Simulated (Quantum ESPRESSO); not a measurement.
# Magnetic state of CrBr2 from several starts

Wanted: the moments of CrBr2 and the energy of each order that was tried.

Method: LDA; plane waves with GBRV 1.5 LDA potentials, no spin-orbit coupling, in Quantum ESPRESSO 7.5.

This is a report of a sequence of runs, with most program output left out.

## 1. The starting structure

Symmetry: C2/m, No. 12, monoclinic system. The conventional cell has a = 7.489 Å, b = 3.662 Å, c = 6.507 Å, α = 90.00°, β = 96.41°, γ = 90.00°. Cr has 6 Br at 2.55 to 3.20 Å nearest. Nearest to Br lie 3 Cr at 2.55 to 3.20 Å. Farther neighbours and most contacts between anions are not listed.

The cell comes from Materials Project 2023-11-01, a database of computed structures, and need not be the stable phase.

## 2. Run 1, typed as ferro +

The signs are those of the starting moments on the seeded atoms, the atoms that are given a moment.

File pw.in:

```
&CONTROL
  calculation = 'scf'
  prefix = 'pwscf'
  outdir = './tmp'
  pseudo_dir = './pseudo'
  disk_io = 'nowf'
/
&SYSTEM
  ibrav = 0
  celldm(1) = 8
  nat = 3
  ntyp = 2
  ecutwfc = 40
  ecutrho = 280
  nbnd = 23
  occupations = 'smearing'
  smearing = 'fd'
  degauss = 0.00367493
  nspin = 2
  starting_magnetization(1) = 0.2143
  starting_magnetization(2) = 0
/
&ELECTRONS
  conv_thr = 6d-09
  electron_maxstep = 150
  mixing_beta = 0.3
/
ATOMIC_SPECIES
Cr     51.9961 cr_lda_v1.5.uspp.F.UPF
Br     79.9040 br_lda_v1.4.uspp.F.UPF
CELL_PARAMETERS alat
   0.8845498546720   -0.4325240586408    0.0000000000000
   0.8845498546720    0.4325240586408    0.0000000000000
  -0.1716927205632    0.0000000000000    1.5273583845774
ATOMIC_POSITIONS crystal
Cr      0.0000000000    0.0000000000    0.0000000000
Br      0.6457740000    0.6457740000    0.2332280000
Br      0.3542260000    0.3542260000    0.7667720000
K_POINTS automatic
6 6 6 0 0 0
```

On the command line:

```sh
$ OMP_NUM_THREADS=1 mpirun -n 4 pw.x -nk 4 -in pw.in > pw.out
```

Elapsed: 27 s, on 4 MPI ranks of Arm Neoverse V2, shared host; peak memory 0.55 GiB; 1.8 min of CPU time.

Spin moment in the atom's sphere by atom:

| atom | spin moment in the atom's sphere (μB) |
| --- | --- |
| Cr1 | 3.49 |
| Br2 | -0.01 |
| Br3 | -0.01 |

Numbers from this step:

```
smearing term TS       : 0.001284 eV
magnetization          : 4 μB
absolute magnetization : 4.173 μB
final state            : ferromagnetic
```

Spin density in the ac plane of the conventional cell at fractional y = 0.000, with atoms of Cr and Br within 0.2 Å of it.

Values in e/Å³, 10 rows by 16 columns, each cell a mean:
```
2.5 0.6 0.1 0.0 0.0 0.0 0.0 0.0 0.0 0.0 0.0 0.0 0.0 0.1 0.4 2.1
0.2 0.1 0.0 0.0 0.0 0.0 0.0 0.0 0.0 0.0 0.0 0.0 0.0 0.0 0.1 0.2
0.0 0.0 0.0 0.0 0.0 0.0 0.0 0.0 0.0 0.0 0.0 0.0 0.0 0.0 0.0 0.0
0.0 0.0 0.0 0.0 0.0 0.0 0.0 0.0 0.0 0.0 0.0 0.0 0.0 0.0 0.0 0.0
0.0 0.0 0.0 0.0 0.0 0.0 0.0 0.0 0.0 0.0 0.0 0.0 0.0 0.0 0.0 0.0
0.0 0.0 0.0 0.0 0.0 0.0 0.0 0.0 0.0 0.0 0.0 0.0 0.0 0.0 0.0 0.0
0.0 0.0 0.0 0.0 0.0 0.0 0.0 0.0 0.0 0.0 0.0 0.0 0.0 0.0 0.0 0.0
0.0 0.0 0.0 0.0 0.0 0.0 0.0 0.0 0.0 0.0 0.0 0.0 0.0 0.0 0.0 0.0
0.4 0.2 0.1 0.0 0.0 0.0 0.0 0.0 0.0 0.0 0.0 0.0 0.0 0.0 0.1 0.3
3.5 1.1 0.2 0.0 0.0 0.0 0.0 0.0 0.0 0.0 0.0 0.0 0.0 0.1 0.5 2.6
```
Columns run along a (7.5 Å), rows up along c (6.5 Å), edges of the conventional cell, whose origin can differ from the input's. Atoms in or near the plane, at fractional coordinates: Cr at (0.00, 0.00), Br at (0.65, 0.23), Br at (0.35, 0.77).

Valence density in the ac plane of the conventional cell at fractional y = 0.000, with atoms of Cr and Br within 0.2 Å of it. It is the smooth field of the valence electrons, not physical close to the nuclei.

Ten steps, logarithmic in the rise over the least value, from '0' (0 e/Å³) to '9' (13 e/Å³), each cell a mean:
```
984111222211100001379
752112344321000001247
321123444431000001123
100124464431000000111
000134464431000000000
000124444421000000000
000012343210000000000
000001221100000000000
000000000000000000000
000000000000011100000
000000000001233210000
000000000012444421000
000000000024444431000
011000000124465432000
111100000124444431111
542100000123444321124
974100000112333211258
995100011111111101379
```
Columns run along a (7.5 Å), rows up along c (6.5 Å), edges of the conventional cell, whose origin can differ from the input's. Atoms in or near the plane, at fractional coordinates: Cr at (0.00, 0.00), Br at (0.65, 0.23), Br at (0.35, 0.77).

## 3. Run 2, typed as antiferro q=(0,1/2,0) +−

This order needs a doubled cell of 6 atoms. The wavevector q is in fractions of the reciprocal vectors of the crystal's primitive cell, as the cells of these inputs are built from it; moments change sign between cells as cos(2π q·R).

File pw.in:

```
&CONTROL
  calculation = 'scf'
  prefix = 'pwscf'
  outdir = './tmp'
  pseudo_dir = './pseudo'
  disk_io = 'nowf'
/
&SYSTEM
  ibrav = 0
  celldm(1) = 8
  nat = 6
  ntyp = 3
  ecutwfc = 40
  ecutrho = 280
  nbnd = 38
  occupations = 'smearing'
  smearing = 'fd'
  degauss = 0.00367493
  nspin = 2
  starting_magnetization(1) = 0.2143
  starting_magnetization(2) = -0.2143
  starting_magnetization(3) = 0
/
&ELECTRONS
  conv_thr = 1.2d-08
  electron_maxstep = 150
  mixing_beta = 0.3
/
ATOMIC_SPECIES
Cr1    51.9961 cr_lda_v1.5.uspp.F.UPF
Cr2    51.9961 cr_lda_v1.5.uspp.F.UPF
Br     79.9040 br_lda_v1.4.uspp.F.UPF
CELL_PARAMETERS alat
   0.8845498546720   -0.4325240586408    0.0000000000000
   1.7690997093441    0.8650481172817    0.0000000000000
  -0.1716927205632    0.0000000000000    1.5273583845774
ATOMIC_POSITIONS crystal
Cr1     0.0000000000    0.0000000000    0.0000000000
Cr2     0.0000000000    0.5000000000    0.0000000000
Br      0.6457740000    0.3228870000    0.2332280000
Br      0.6457740000    0.8228870000    0.2332280000
Br      0.3542260000    0.1771130000    0.7667720000
Br      0.3542260000    0.6771130000    0.7667720000
K_POINTS automatic
6 3 6 0 0 0
```

Wall time 94 s (4 MPI ranks); peak memory 1.1 GiB; 6.3 min of CPU time.

Spin moment in the atom's sphere by atom:

| atom | spin moment in the atom's sphere (μB) |
| --- | --- |
| Cr1 | 3.45 |
| Cr2 | -3.45 |
| Br3 | -0.02 |
| Br4 | 0.02 |
| Br5 | 0.02 |
| Br6 | -0.02 |

This step gave:

```yaml
smearing_term_ts: 7.49e-4 eV
magnetization: 0 μB
absolute_magnetization: 8.174 μB
final_state: antiferromagnetic
```

Spin density in the bc plane at fractional x = 0.000, with atoms of Cr within 0.2 Å of it.

Ten even steps from '0' (-4.2 e/Å³) to '9' (4.1 e/Å³), each cell a mean:
```
96555555443014455555558
65555555544344455555555
55555555544444555555555
55555555555555555555555
55555555555555555555555
55555555555555555555555
55555555555555555555555
55555555555555555555555
55555555555555555555555
55555555555555555555555
55555555555555555555555
55555555555555555555555
55555555555555555555555
55555555554445555555555
55555555544444455555555
76555555444234455555556
97555555442013445555569
```
Columns run along b (8.3 Å), rows up along c (6.5 Å). Atoms in or near the plane, at fractional coordinates: Cr at (0.00, 0.00), Cr at (0.50, 0.00).

Valence density in the bc plane at fractional x = 0.000, with atoms of Cr within 0.2 Å of it. It is the smooth field of the valence electrons, not physical close to the nuclei.

Ten steps, logarithmic in the rise over the least value, from '0' (0 e/Å³) to '9' (13 e/Å³), each cell a mean:
```
98410001148996210011269
64210111235653111111246
21101122222221111122222
10001222211100011222111
00001222110000011222110
00001111100000001111000
00000000000000000000000
00000000000000000000000
00000000000000000000000
00000000000000000000000
00001110000000011110000
00012211000000112210000
01122221000001122211000
11122221001111222211001
43222111112442221111123
97311100136885211101148
99411000149997310001269
```
Columns run along b (8.3 Å), rows up along c (6.5 Å). Atoms in or near the plane, at fractional coordinates: Cr at (0.00, 0.00), Cr at (0.50, 0.00).

## 4. Run 3, typed as antiferro q=(1/2,1/2,0) +−

The cell is doubled to 6 atoms to hold this order.

File pw.in:

```
&CONTROL
  calculation = 'scf'
  prefix = 'pwscf'
  outdir = './tmp'
  pseudo_dir = './pseudo'
  disk_io = 'nowf'
/
&SYSTEM
  ibrav = 0
  celldm(1) = 8
  nat = 6
  ntyp = 3
  ecutwfc = 40
  ecutrho = 280
  nbnd = 38
  occupations = 'smearing'
  smearing = 'fd'
  degauss = 0.00367493
  nspin = 2
  starting_magnetization(1) = 0.2143
  starting_magnetization(2) = -0.2143
  starting_magnetization(3) = 0
/
&ELECTRONS
  conv_thr = 1.2d-08
  electron_maxstep = 150
  mixing_beta = 0.3
/
ATOMIC_SPECIES
Cr1    51.9961 cr_lda_v1.5.uspp.F.UPF
Cr2    51.9961 cr_lda_v1.5.uspp.F.UPF
Br     79.9040 br_lda_v1.4.uspp.F.UPF
CELL_PARAMETERS alat
   1.7690997093441   -0.8650481172817    0.0000000000000
   1.7690997093441    0.0000000000000    0.0000000000000
  -0.1716927205632    0.0000000000000    1.5273583845774
ATOMIC_POSITIONS crystal
Cr1     0.0000000000    0.0000000000    0.0000000000
Cr2     0.5000000000    0.0000000000    0.0000000000
Br      0.0000000000    0.6457740000    0.2332280000
Br      0.5000000000    0.6457740000    0.2332280000
Br      0.0000000000    0.3542260000    0.7667720000
Br      0.5000000000    0.3542260000    0.7667720000
K_POINTS automatic
3 6 6 0 0 0
```

Wall time 1.8 min (4 MPI ranks); peak memory 1.1 GiB.

Spin moment in the atom's sphere by atom:

| atom | spin moment in the atom's sphere (μB) |
| --- | --- |
| Cr1 | 3.46 |
| Cr2 | -3.46 |
| Br3 | 0.04 |
| Br4 | -0.04 |
| Br5 | 0.04 |
| Br6 | -0.04 |

This step gave:

```
smearing term TS       : 3.90e-4 eV
magnetization          : 0 μB
absolute magnetization : 8.21 μB
final state            : antiferromagnetic
```

## 5. Run 4, typed as no spin polarisation

File pw.in:

```
&CONTROL
  calculation = 'scf'
  prefix = 'pwscf'
  outdir = './tmp'
  pseudo_dir = './pseudo'
  disk_io = 'nowf'
/
&SYSTEM
  ibrav = 0
  celldm(1) = 8
  nat = 3
  ntyp = 2
  ecutwfc = 40
  ecutrho = 280
  nbnd = 21
  occupations = 'smearing'
  smearing = 'fd'
  degauss = 0.00367493
/
&ELECTRONS
  conv_thr = 6d-09
  electron_maxstep = 150
  mixing_beta = 0.3
/
ATOMIC_SPECIES
Cr     51.9961 cr_lda_v1.5.uspp.F.UPF
Br     79.9040 br_lda_v1.4.uspp.F.UPF
CELL_PARAMETERS alat
   0.8845498546720   -0.4325240586408    0.0000000000000
   0.8845498546720    0.4325240586408    0.0000000000000
  -0.1716927205632    0.0000000000000    1.5273583845774
ATOMIC_POSITIONS crystal
Cr      0.0000000000    0.0000000000    0.0000000000
Br      0.6457740000    0.6457740000    0.2332280000
Br      0.3542260000    0.3542260000    0.7667720000
K_POINTS automatic
6 6 6 0 0 0
```

Run time: 14 s. Hardware: 4 MPI ranks; peak memory 0.45 GiB.

Read from the output:

```
smearing term TS : 0.1048 eV
final state      : non-magnetic (no spin polarisation)
```

## 6. The states side by side

An order is kept where moments of 0.15 μB or more survive with the typed signs; meshes match where a doubled cell samples the same k points as the first cell.

Orders:

| start | final state | typed order kept | energy over the lowest (meV a seeded atom) | largest site moment (μB) | net moment (μB a cell of the first run) | mesh matched | CPU time (s) |
| --- | --- | --- | --- | --- | --- | --- | --- |
| ferro + | ferromagnetic | yes | 30.79 | 3.489 | 4 | yes | 106 |
| antiferro q=(0,1/2,0) +- | antiferromagnetic | yes | 0 | 3.446 | 0 | yes | 375.6 |
| antiferro q=(1/2,1/2,0) +- | antiferromagnetic | yes | 10.9 | 3.465 | 0 | yes | 425.1 |
| no spin polarisation | non-magnetic | - | 2015 | 0 | 0 | yes | 57.54 |

## 7. Couplings from the energies

E = −Σ J e·e over ordered pairs of unit vectors, so each pair counts twice. As many shells are taken as there are differences of energy, so the couplings are solved for and no residual tests the model; further shells are folded in, and shells whose pairs keep their relative signs in all orders cancel and are not probed. Couplings from the energies:

| pair | distance (Å) | neighbours an atom | J (meV) |
| --- | --- | --- | --- |
| Cr-Cr | 3.662 | 2 | -5.212 |
| Cr-Cr | 4.168 | 4 | -2.486 |

## 8. Results

| Quantity | Value |
| --- | --- |
| lowest state found | antiferromagnetic (from antiferro q=(0,1/2,0) +-) |
| largest site moment | 3.45 μB |
| next state with moments | antiferromagnetic, 10.9 meV a seeded atom higher |
| state without moments | 2015 meV a seeded atom higher |
| J of the weightiest shell (Cr-Cr, 3.66 Å; E = −Σ J e·e, ordered pairs) | -5.21 meV |

What this shows: Forming the moments gains more than four times the spread of the orders, as local moments do. The largest moment changes by 1.2 % between the kept orders, as for well localised moments. This is the lowest of 4 collinear or spinless starts, no proof of the ground state. No Hubbard term acts here. In such compounds local and semilocal functionals without one often delocalise the d electrons, and can shrink or lose moments and miss the size, sign and order of the couplings.

[Logs and program files are shortened in this print: banners, set-up blocks, solver, clock and traceback lines can be left out without a mark of their own.]

[Logs are printed without paths, hosts, clocks, repeated set-up lines and the standing remarks that a program may print on its own settings, such as how far it seeks lower states.]

[Hosts, paths, dates, database ids (printed as entryN), source tags and the programs' standing remarks are cut or masked in the printed files.]

[Where a cell is said to come from a database of computed structures, the database is the Materials Project.]
